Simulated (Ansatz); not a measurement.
# H5C5NCl2 (P2_1/m) (156 atoms) under strain, part 2 of 3

How stiff is H5C5NCl2 (P2_1/m) (156 atoms), and how do its levels respond to strain?

Ansatz 0.2.0; Kohn-Sham DFT, revPBE+D4, PAW (set soft_2), plane waves.

The cell: 60 H, 60 C, 12 N and 24 Cl. The Brillouin zone is sampled at Γ only.

So far. Step 2 (Single point at the start): The r.m.s. force at the start is 0.70 eV/Å. Step 3 (Cell and atoms relaxed): The relaxation converged after 10 steps, with a largest force component of 0.012 eV/Å.

### 4. Single point at the relaxed geometry

The electronic structure is read at the final geometry, in a run of its own.

The input, input.yaml:

```yaml
crystal:
  lattice:
    - [13.59, -0.00027, -0.18558]
    - [-0.00031, 15.94575, 0.00143]
    - [-1.54399, 0.00082, 8.57803]
  atoms:
    - { symbol: H, position: [0.06999, 0.12508, 0.45214] }
    - { symbol: H, position: [0.26324, 0.37492, 0.5473] }
    - { symbol: H, position: [0.11357, 0.49446, 0.3565] }
    - { symbol: H, position: [0.2196, 0.24436, 0.64318] }
    - { symbol: H, position: [0.22012, 0.00522, 0.64308] }
    - { symbol: H, position: [0.11354, 0.25565, 0.35636] }
    [... 144 atom lines left out ...]
    - { symbol: "N", position: [0.7795, 0.62498, 0.36045] }
    - { symbol: "N", position: [0.88719, 0.87563, 0.63989] }
    - { symbol: Cl, position: [0.95882, 0.62506, 0.98347] }
    - { symbol: Cl, position: [0.70761, 0.87485, 0.01653] }
    - { symbol: Cl, position: [0.66951, 0.62481, 0.6234] }
    - { symbol: Cl, position: [0.99732, 0.87532, 0.37701] }
kpoints:
  mp_grid: { grid: [1, 1, 1] }
hamiltonian:
  xc: revpbe
  dispersion: d4
scf:
  occupations: { method: fermi_dirac, width: 0.05 }
output:
  forces: true
  stress: true
  populations: true
  dos:
    method: { smearing: { sigma: 0.15 } }
    de: 0.1
    projected: { site_lists: { C: [C], Cl: [Cl], H: [H], "N": ["N"] } }
  eigenvalues: true
  write_density: true
  write_potential: true
  volumetric_format: npy
  elf: true
```

The run is started by

```
$ ansatz run input.yaml --threads 4 --pin off --max-ram 8192MiB --backend cpu --events-out ev --progress --plain --runs-dir out
```

Numbers of over 12 decimals in the logs are rounded to 6 here.

The log of the run:

```text
[...]
Crystal: 156 atoms, lattice volume = 1854.314 Å³
Basis set: ecut = 420 eV, 36297 PW (Γ), exchange–correlation on 192×216×120 points (8 copies of the dense FFT grid, shifted against one another)
Bands: 420, of which v1, the nominal top of the filled ones, is band 264 counted from 1 (263 counted from 0)
Symmetry: 1 space group operations
[...]
k-points: 1
[...]
SCF iter   1: F=—  HF=-46716.830442 eV  |F-HF|=—  |Δ(HF+E_count)|=         —  Δρ=5.09e-3  dr2=6.90e-1  ethr=1.77e-3  ⟨swp⟩=6.0  Hψ=1919  notcnv=0  defer=67
[...]
SCF iter   9: F=-46716.712819 eV  HF=-46716.712819 eV  |F-HF|=2.49e-8  |Δ(HF+E_count)|=   4.57e-7  Δρ=1.56e-6  dr2=5.55e-8  ethr=1.89e-11  ⟨swp⟩=29.0  Hψ=3920  notcnv=0
SCF 1 converged in 9 iterations: F = -46716.712819 eV  dr2 = 5.55e-8
[...]
SCF converged after 9 iterations
Free energy (F): -46716.712819 eV
[...]
Internal energy: -46716.712819 eV  (E = F + TS)
E sigma→0 (E₀):  -46716.712819 eV
Fermi energy:    2.742213 eV
[...]
--- Forces (eV/Å), atoms counted from 1 ---
  atom   1  H     -0.00186136    -0.00041451     0.00372080
  atom   2  H      0.00357544    -0.00012740    -0.00403835
  atom   3  H     -0.00069525    -0.00437611     0.00261198
  atom   4  H      0.00001201    -0.00172197    -0.00265191
  atom   5  H      0.00065823     0.00287520    -0.00228481
  atom   6  H      0.00074317    -0.00072691     0.00105395
  atom   7  H      0.00109331     0.00108717    -0.00136528
  atom   8  H     -0.00033487     0.00371718     0.00114853
  atom   9  H     -0.00119420    -0.00272444     0.00229825
  atom  10  H      0.00149545     0.00020983    -0.00160887
  atom  11  C      0.00246332    -0.00113410    -0.00256298
  atom  12  C     -0.00215059     0.00359772     0.00751501
  atom  13  C     -0.00403316    -0.00570879     0.00524032
  atom  14  C     -0.00116443     0.00051924    -0.00410084
[...]
atom 155  Cl    -0.00664981     0.00797431     0.00122685
  atom 156  Cl     0.00331982    -0.00418433    -0.00136274
  max |Σ_I F_I| component: 9.25e-6 eV/Å
--- Stress (GPa, compression-positive) ---
        0.017059       0.001338      -0.008215
        0.001338      -0.008470      -0.001504
       -0.008216      -0.001504      -0.000949
  P = ⅓ Tr σ = 0.0025 GPa (0.025 kbar)
--- Band table (eV) ---
[...]
--- Löwdin populations: 156 sites ---
  site symbol       q [e]
     0      H      0.6975
     1      H      0.6976
     2      H      0.7656
[...]
155     Cl      7.6564
  spilling = 0.011624 (of n_electrons = 528.000000)
```

The job ended after 16 s (4 threads of Intel Xeon 6975P-C (Granite Rapids), shared host; peak memory 2.5 GiB; 62 s of CPU time).

Read from the output:

```yaml
free_energy: -46716.7128 eV
free_energy_per_atom: -299.4661 eV/atom
scf_cycles: 9
pressure: 0.002547 GPa
r_m_s_force_component: 0.00353 eV/Å
longest_force: 0.01341 eV/Å
fermi_energy: 2.742 eV
spacing_of_highest_filled_and_lowest_empty_level: 2.789 eV
spilling_of_the_projection: 0.01162
```

Löwdin charges by element and coordination (they lack the spilled electrons, 0.039 e an atom on average):

```csv
element,coordination,atoms,mean charge (e),spread,least,most
C,all,60,-0.0104,0.0884,-0.117,0.0884
Cl,all,24,-0.300,0.356,-0.656,0.056
Cl,0,12,-0.656,2.0e-4,-0.656,-0.656
Cl,1,12,0.0557,2.0e-4,0.0555,0.056
H,all,60,0.247,0.0279,0.231,0.302
N,all,12,-0.0696,1.0e-4,-0.0697,-0.0695
```

States in the cell by windows of 1 eV, zero at the Fermi level; the larger projections on atomic orbitals stand beside the total:

```
from (eV)  to (eV)  total   C p  Cl p   H s  N p  C s  Cl s
      -14      -13   24.0   0.4   0.1   1.3  0.4  0.3  21.5
      -13      -12   24.7   9.2   0.1   2.3  5.3  7.0   0.2
      -12      -11   23.3   8.5   1.2   1.7  1.3  6.6   2.8
      -11      -10   21.1   7.2   0.4   4.6  6.2  1.4   0.8
      -10       -9    3.1   1.2   0.1   0.6  0.9  0.2   0.1
       -9       -8   36.3  21.5   3.9   3.0  4.2  2.3   0.7
       -8       -7   55.8  27.8   6.0  10.0  6.5  2.7   1.4
       -7       -6   27.7  17.8   0.6   3.8  4.9  0.1   0.1
       -6       -5   64.4  32.5  13.5  10.9  6.0  0.6   0.3
       -5       -4   11.0   3.5   5.7   0.2  1.5  0.1   0.0
       -4       -3   41.6  17.1  22.6   0.2  1.2  0.3   0.0
       -3       -2   30.8  16.2  11.9   0.1  2.2  0.0   0.0
       -2       -1   68.2   2.3  62.7   0.6  1.3  0.4   0.1
       -1        1    0.0   0.0   0.0   0.0  0.0  0.0   0.0
        1        2   29.8  21.9   1.4   0.1  5.3  0.0   0.0
        2        3   18.1  17.1   0.1   0.1  0.0  0.1   0.0
        3        4   17.7   4.8   5.2   1.8  0.0  2.5   0.8
        4        5    8.1   1.8   2.0   1.2  0.0  1.2   0.3
```

Between -22 and -14 eV lie 96 more states.

The levels nearest the highest filled one (over half full), pooled over k-points and spins:

| level less the highest filled one (eV) | occupation |
| --- | --- |
| -0.0917 | 2 |
| -0.0743 | 2 |
| -0.0636 | 2 |
| -0.0634 | 2 |
| -0.0026 | 2 |
| 0 | 2 |
| 2.79 | 0 |
| 2.79 | 0 |
| 2.91 | 0 |
| 2.91 | 0 |
| 2.92 | 0 |
| 2.92 | 0 |

Valence density in the ac plane at fractional y = 0.125, with atoms of H and C and N and Cl within 0.2 Å of it. It is the smooth field of the valence electrons, not physical close to the nuclei.

Ten even steps from '0' (0.0 e/Å³) to '9' (3.6 e/Å³), each cell a mean:
```
31000000133132000000024213100000003412
10000000134331000000014432000000002443
00000000012210000000001210000000001221
00000000000000000000000000000000000000
00000000000000000000000000000000000000
00000000000000000000000000000000000000
22100000000122210000000012210000000001
44210000001344420000000134431000000024
03310000002421420000000241241000000133
24200000002433410000000342331000000133
43100000001344210000000234320000000124
11100000000111100000000011110000000011
00231100000000132100000000013210000000
00355410000000145531000000025542000000
00279730000000149961000000016984100000
00279720000000148951000000015984100000
00145310000000025520000000013541000000
00011100000000001100000000001110000000
00000001121000000000121000000000012100
00000002432000000001343100000000134210
00000013442100000001443200000000244310
10000012343211000001334321000000234322
31000001234432000000123443100000113444
41000000133243100000024324200000012423
```
Columns run along a (13.6 Å), rows up along c (8.7 Å). Atoms in or near the plane, at fractional coordinates: H at (0.07, 0.45), C at (0.23, 0.14), N at (0.11, 0.36), Cl at (0.29, 0.98), Cl at (0.00, 0.62), H at (0.40, 0.45), C at (0.56, 0.13), N at (0.45, 0.36), Cl at (0.63, 0.98), Cl at (0.34, 0.62), H at (0.74, 0.45), C at (0.89, 0.14), N at (0.78, 0.36), Cl at (0.96, 0.98) and more.

ELF in the ac plane at fractional y = 0.125, with atoms of H and C and N and Cl within 0.2 Å of it. It is the smooth field of the valence electrons, not physical close to the nuclei.

Ten even steps from '0' (0.00) to '9' (0.97), each cell a mean:
```
88500013786478730001577458861000268746
75200014898777410002689877630000379887
41000014898763100002689875200000378986
00000002565310000000466531000000156642
23321000110012332000011001233100011100
77763000001367775200000146776410000025
88875100026888887400013688888630001478
78886200158887887410036887788730014788
36885100378854887400147873588620016886
57873000378855885200158875687410026886
88731000268888862000037888874100015888
86444210047887544320015888744431002688
44898751014653599864001564369975300355
16998774000112899876200111399977510011
16983574000002796366200000489437510000
15861452000002784264100000377236300000
04776520001001676641000100377653100100
02564200134200366410024410146530012430
00110002466410011001356630011100145652
00000024336520000013434641000001443553
32000255116643100036303653310014620464
76300365368777510146437877740025634777
98500255688789830035578778971014568877
99610123675379840012477448972001357636
```
Columns run along a (13.6 Å), rows up along c (8.7 Å). Atoms in or near the plane, at fractional coordinates: H at (0.07, 0.45), C at (0.23, 0.14), N at (0.11, 0.36), Cl at (0.29, 0.98), Cl at (0.00, 0.62), H at (0.40, 0.45), C at (0.56, 0.13), N at (0.45, 0.36), Cl at (0.63, 0.98), Cl at (0.34, 0.62), H at (0.74, 0.45), C at (0.89, 0.14), N at (0.78, 0.36), Cl at (0.96, 0.98) and more.

Between filled and empty levels lie 2.79 eV at Γ alone; the mesh holds the band edges only if they fold onto it, so the gap at this level can be narrower or closed, while semilocal functionals tend to narrow gaps against experiment. Mean Löwdin charges: C -0.01, Cl -0.30, H +0.25, N -0.07 e (they miss 1.2 % of the electrons, so they add up to more than the cell's charge). Charges this small depend on the projection, at times even in sign. The largest share in the top eV of filled states is Cl p (92 % of the projected weight), and in the lowest eV of empty states C p (82 % of the projected weight).

### 5. Volume -3 %

The relaxed cell is scaled evenly and the atoms are relaxed again; the stress at the end gives one point of P(V).

input.yaml, the sections that differ from step 4:

```yaml
crystal:
  lattice:
    - [13.45272, -0.00027, -0.18371]
    - [-0.00031, 15.78467, 0.00142]
    - [-1.52839, 0.00081, 8.49138]
  atoms:
    [... the 156 atom lines of step 4 ...]
output:
  forces: true
  eigenvalues: true
  stress: true
relax:
  f_tol: 0.05
  max_steps: 70
# kpoints, hamiltonian, scf: as in step 4
```

The log of the run:

```text
Warning: output.stress: scf.convergence.dr2_threshold = 1e-7 eV (the SCF's general default) is looser than the 1.08e-8 eV advised for a printed stress (1e-10 eV for each atom of the cell: 156, of which 108 are counted). What an SCF threshold leaves in a stress goes as its square root, and in the free energy as the threshold itself, and one threshold admits the most on a small cell: [...]
[...]
Crystal: 156 atoms, lattice volume = 1798.685 Å³
Basis set: ecut = 420 eV, 35173 PW (Γ), exchange–correlation on 180×216×120 points (8 copies of the dense FFT grid, shifted against one another)
Bands: 420, of which v1, the nominal top of the filled ones, is band 264 counted from 1 (263 counted from 0)
Symmetry: 1 space group operations
[...]
k-points: 1
[...]
SCF iter   1: F=—  HF=-46716.237307 eV  |F-HF|=—  |Δ(HF+E_count)|=         —  Δρ=5.18e-3  dr2=6.69e-1  ethr=1.77e-3  ⟨swp⟩=6.0  Hψ=1925  notcnv=0  defer=63
[...]
SCF iter   7: F=-46716.126903 eV  HF=-46716.126899 eV  |F-HF|=3.94e-6  |Δ(HF+E_count)|=   5.82e-5  Δρ=1.04e-5  dr2=2.02e-6  ethr=6.32e-9  ⟨swp⟩=20.0  Hψ=3093  notcnv=0
SCF 1 converged in 7 iterations: F = -46716.126903 eV  dr2 = 2.02e-6
[...]
relax step   1: F+E_penalty+E_count = -46716.12690296 eV  Δ(F+E_penalty+E_count) = +0.000e0 eV  max|allowed force component| = 3.642e-1 eV/Å  Δτ_max = 0.0000 Å  (7 SCF iters, dr2 threshold 6.25e-5 eV, accepted)
[...]
relax step   2: F+E_penalty+E_count = -46716.58627861 eV  Δ(F+E_penalty+E_count) = -4.594e-1 eV  max|allowed force component| = 1.934e-1 eV/Å  Δτ_max = 0.0748 Å  (7 SCF iters, dr2 threshold 8.29e-6 eV, accepted)
[...]
relax step   3: F+E_penalty+E_count = -46716.64752374 eV  Δ(F+E_penalty+E_count) = -6.125e-2 eV  max|allowed force component| = 3.431e-2 eV/Å  Δτ_max = 0.0445 Å  (8 SCF iters, accepted)
SCF converged after 8 iterations
Free energy (F): -46716.647524 eV
[...]
Internal energy: -46716.647524 eV  (E = F + TS)
E sigma→0 (E₀):  -46716.647524 eV
Fermi energy:    2.968749 eV
[...]
--- Forces (eV/Å), atoms counted from 1 ---
  atom   1  H      0.00044814    -0.00018826    -0.01234290
  atom   2  H      0.00201576     0.00011861     0.01100746
  atom   3  H      0.00177660    -0.00239350     0.00995516
  atom   4  H     -0.00141266    -0.00209400    -0.01064656
  atom   5  H     -0.00134240     0.00230247    -0.01021280
  atom   6  H      0.00136489     0.00270120     0.00980661
  atom   7  H     -0.00502437    -0.00403964    -0.00969855
  atom   8  H      0.00576665    -0.00307019     0.01046663
  atom   9  H      0.00559688     0.00346748     0.01062060
  atom  10  H     -0.00491221     0.00386530    -0.00951655
  atom  11  C      0.00744227     0.03380438     0.00707494
  atom  12  C     -0.00839037     0.03284172    -0.00691997
  atom  13  C     -0.00827228    -0.03209921    -0.00718442
  atom  14  C      0.00747176    -0.03430343     0.00682498
[...]
atom 155  Cl    -0.00661493    -0.00089001     0.00258117
  atom 156  Cl     0.00460263     0.00113448    -0.00104664
  max |Σ_I F_I| component: 7.40e-6 eV/Å
--- Stress (GPa, compression-positive) ---
        0.370359      -0.000593      -0.174376
       -0.000593       0.273955      -0.000089
       -0.174377      -0.000089       0.445627
  P = ⅓ Tr σ = 0.3633 GPa (3.633 kbar)
--- Band table (eV) ---
[...]
--- Relaxed structure (3 steps of the walk, 3 accepted, 0 SCFs on fresh bases) ---
  F+E_penalty+E_count = -46716.64752374 eV   max|allowed force component| = 3.431e-2 eV/Å
  atoms:
    - { symbol: H, position: [0.070891, 0.125078, 0.449929] }
    - { symbol: H, position: [0.262418, 0.374828, 0.549794] }
    - { symbol: H, position: [0.114973, 0.493327, 0.353919] }
    - { symbol: H, position: [0.218139, 0.242979, 0.646112] }
[...]
- { symbol: Cl, position: [0.997122, 0.875104, 0.379111] }
```

Run time: 39 s. Hardware: 4 threads; peak memory 2.5 GiB.

The program notes that the SCF threshold is loose for the stress.

The relaxation converged after 3 steps, 0.521 eV below its start, with a largest force component of 0.034 eV/Å.

Volume -3 %: the energy stands 0.0653 eV above that of the reference, at a pressure of 0.363 GPa.

### 6. Volume +3 %

The relaxed cell is scaled to another volume.

Input and log are left out; they have the form of those shown for this kind of step.

The job ended after 40 s (4 threads of Intel Xeon 6975P-C (Granite Rapids), shared host; peak memory 2.6 GiB).

The relaxation converged after 3 steps, 0.481 eV below its start, with a largest force component of 0.038 eV/Å.

Volume +3 %: the energy stands 0.0490 eV above that of the reference, at a pressure of -0.247 GPa.

### 7. Volume -6 %

The relaxed cell is scaled to another volume.

Input and log are left out; they have the form of those shown for this kind of step.

Wall time 62 s (4 threads of Intel Xeon 6975P-C (Granite Rapids), shared host); peak memory 2.4 GiB.

The relaxation converged after 5 steps, 2.17 eV below its start, with a largest force component of 0.0044 eV/Å.

Volume -6 %: the energy stands 0.281 eV above that of the reference, at a pressure of 0.910 GPa.

### 8. Volume +6 %

The relaxed cell is scaled to another volume.

Input and log are left out; they have the form of those shown for this kind of step.

Run time: 66 s. Hardware: 4 threads of Intel Xeon 6975P-C (Granite Rapids), shared host; peak memory 2.6 GiB; 4.2 min of CPU time.

The relaxation converged after 5 steps, 1.87 eV below its start, with a largest force component of 0.0059 eV/Å.

Volume +6 %: the energy stands 0.167 eV above that of the reference, at a pressure of -0.408 GPa.

### 9. Volume -10 %

The relaxed cell is scaled to another volume.

Input and log are left out; they have the form of those shown for this kind of step.

Run time: 60 s. Hardware: 4 threads of Intel Xeon 6975P-C (Granite Rapids), shared host; peak memory 2.4 GiB; 3.8 min of CPU time.

The relaxation converged after 5 steps, 6.33 eV below its start, with a largest force component of 0.0080 eV/Å.

Volume -10 %: the energy stands 0.920 eV above that of the reference, at a pressure of 1.91 GPa.

### 10. Stretched by 1 % along x

The relaxed cell is strained along x alone, which gives the stiffness along x and its coupling to y and z.

input.yaml, the sections that differ from step 5:

```yaml
crystal:
  lattice:
    - [13.7259, -0.00027, -0.18558]
    - [-0.00031, 15.94575, 0.00143]
    - [-1.55943, 0.00082, 8.57803]
  atoms:
    [... the 156 atom lines of step 4 ...]
# kpoints, hamiltonian, scf, output, relax: as in step 5
```

The log of the run:

```text
[...]
Crystal: 156 atoms, lattice volume = 1872.857 Å³
Basis set: ecut = 420 eV, 36639 PW (Γ), exchange–correlation on 192×216×120 points (8 copies of the dense FFT grid, shifted against one another)
Bands: 420, of which v1, the nominal top of the filled ones, is band 264 counted from 1 (263 counted from 0)
Symmetry: 1 space group operations
[...]
k-points: 1
[...]
SCF iter   1: F=—  HF=-46716.773802 eV  |F-HF|=—  |Δ(HF+E_count)|=         —  Δρ=5.09e-3  dr2=7.06e-1  ethr=1.77e-3  ⟨swp⟩=6.0  Hψ=1917  notcnv=0  defer=69
[...]
SCF iter   7: F=-46716.653255 eV  HF=-46716.653251 eV  |F-HF|=4.37e-6  |Δ(HF+E_count)|=   6.78e-5  Δρ=1.13e-5  dr2=2.72e-6  ethr=7.45e-9  ⟨swp⟩=19.0  Hψ=3005  notcnv=0
SCF 1 converged in 7 iterations: F = -46716.653255 eV  dr2 = 2.72e-6
[...]
relax step   1: F+E_penalty+E_count = -46716.65325543 eV  Δ(F+E_penalty+E_count) = +0.000e0 eV  max|allowed force component| = 1.455e-1 eV/Å  Δτ_max = 0.0000 Å  (7 SCF iters, dr2 threshold 6.25e-5 eV, accepted)
[...]
relax step   2: F+E_penalty+E_count = -46716.69032049 eV  Δ(F+E_penalty+E_count) = -3.707e-2 eV  max|allowed force component| = 8.303e-2 eV/Å  Δτ_max = 0.0534 Å  (8 SCF iters, accepted)
[...]
relax step   3: F+E_penalty+E_count = -46716.70466829 eV  Δ(F+E_penalty+E_count) = -1.435e-2 eV  max|allowed force component| = 2.090e-2 eV/Å  Δτ_max = 0.0371 Å  (8 SCF iters, accepted)
SCF converged after 8 iterations
Free energy (F): -46716.704668 eV
[...]
Internal energy: -46716.704668 eV  (E = F + TS)
E sigma→0 (E₀):  -46716.704668 eV
Fermi energy:    2.670343 eV
[...]
--- Forces (eV/Å), atoms counted from 1 ---
  atom   1  H     -0.01053219    -0.00005374     0.01499460
  atom   2  H      0.01100521     0.00003240    -0.01502775
  atom   3  H     -0.00024587    -0.00077467     0.00038470
  atom   4  H      0.00000176    -0.00042106    -0.00084906
  atom   5  H      0.00028211     0.00048396    -0.00070106
  atom   6  H     -0.00033535     0.00076108     0.00024308
  atom   7  H      0.00223051    -0.00086284     0.00140989
  atom   8  H     -0.00145563    -0.00038722    -0.00060289
  atom   9  H     -0.00175952     0.00060113    -0.00067921
  atom  10  H      0.00232055     0.00072597     0.00144854
  atom  11  C      0.00502379    -0.01856770    -0.00150348
  atom  12  C     -0.00562659    -0.01877455     0.00142944
  atom  13  C     -0.00572509     0.01938759     0.00145149
  atom  14  C      0.00476826     0.01852890    -0.00140507
[...]
atom 155  Cl     0.00252271    -0.00134058     0.00306464
  atom 156  Cl    -0.00355778     0.00124275    -0.00125449
  max |Σ_I F_I| component: 1.30e-5 eV/Å
--- Stress (GPa, compression-positive) ---
       -0.100270      -0.001163       0.028253
       -0.001163      -0.015888       0.000462
        0.028254       0.000462      -0.113255
  P = ⅓ Tr σ = -0.0765 GPa (-0.765 kbar)
--- Band table (eV) ---
[...]
--- Relaxed structure (3 steps of the walk, 3 accepted, 0 SCFs on fresh bases) ---
  F+E_penalty+E_count = -46716.70466829 eV   max|allowed force component| = 2.090e-2 eV/Å
  atoms:
    - { symbol: H, position: [0.068891, 0.125067, 0.451429] }
    - { symbol: H, position: [0.264470, 0.374843, 0.548342] }
    - { symbol: H, position: [0.112325, 0.494646, 0.356499] }
    - { symbol: H, position: [0.220828, 0.244322, 0.643513] }
[...]
- { symbol: Cl, position: [0.998153, 0.875094, 0.377552] }
```

Elapsed: 39 s, on 4 threads; peak memory 2.5 GiB; 2.5 min of CPU time.

The relaxation converged after 3 steps, 0.0514 eV below its start, with a largest force component of 0.021 eV/Å.

Stretched by 1 % along x: the energy stands 0.00815 eV above that of the reference, at a pressure of -0.0765 GPa.

(Part 2 of 3 ends here.)

[Logs are printed without paths, hosts, clocks, repeated set-up lines and the standing remarks that a program may print on its own settings, such as how far it seeks lower states.]

[Hosts, paths, dates, database ids (printed as entryN), source tags and the programs' standing remarks are cut or masked in the printed files.]
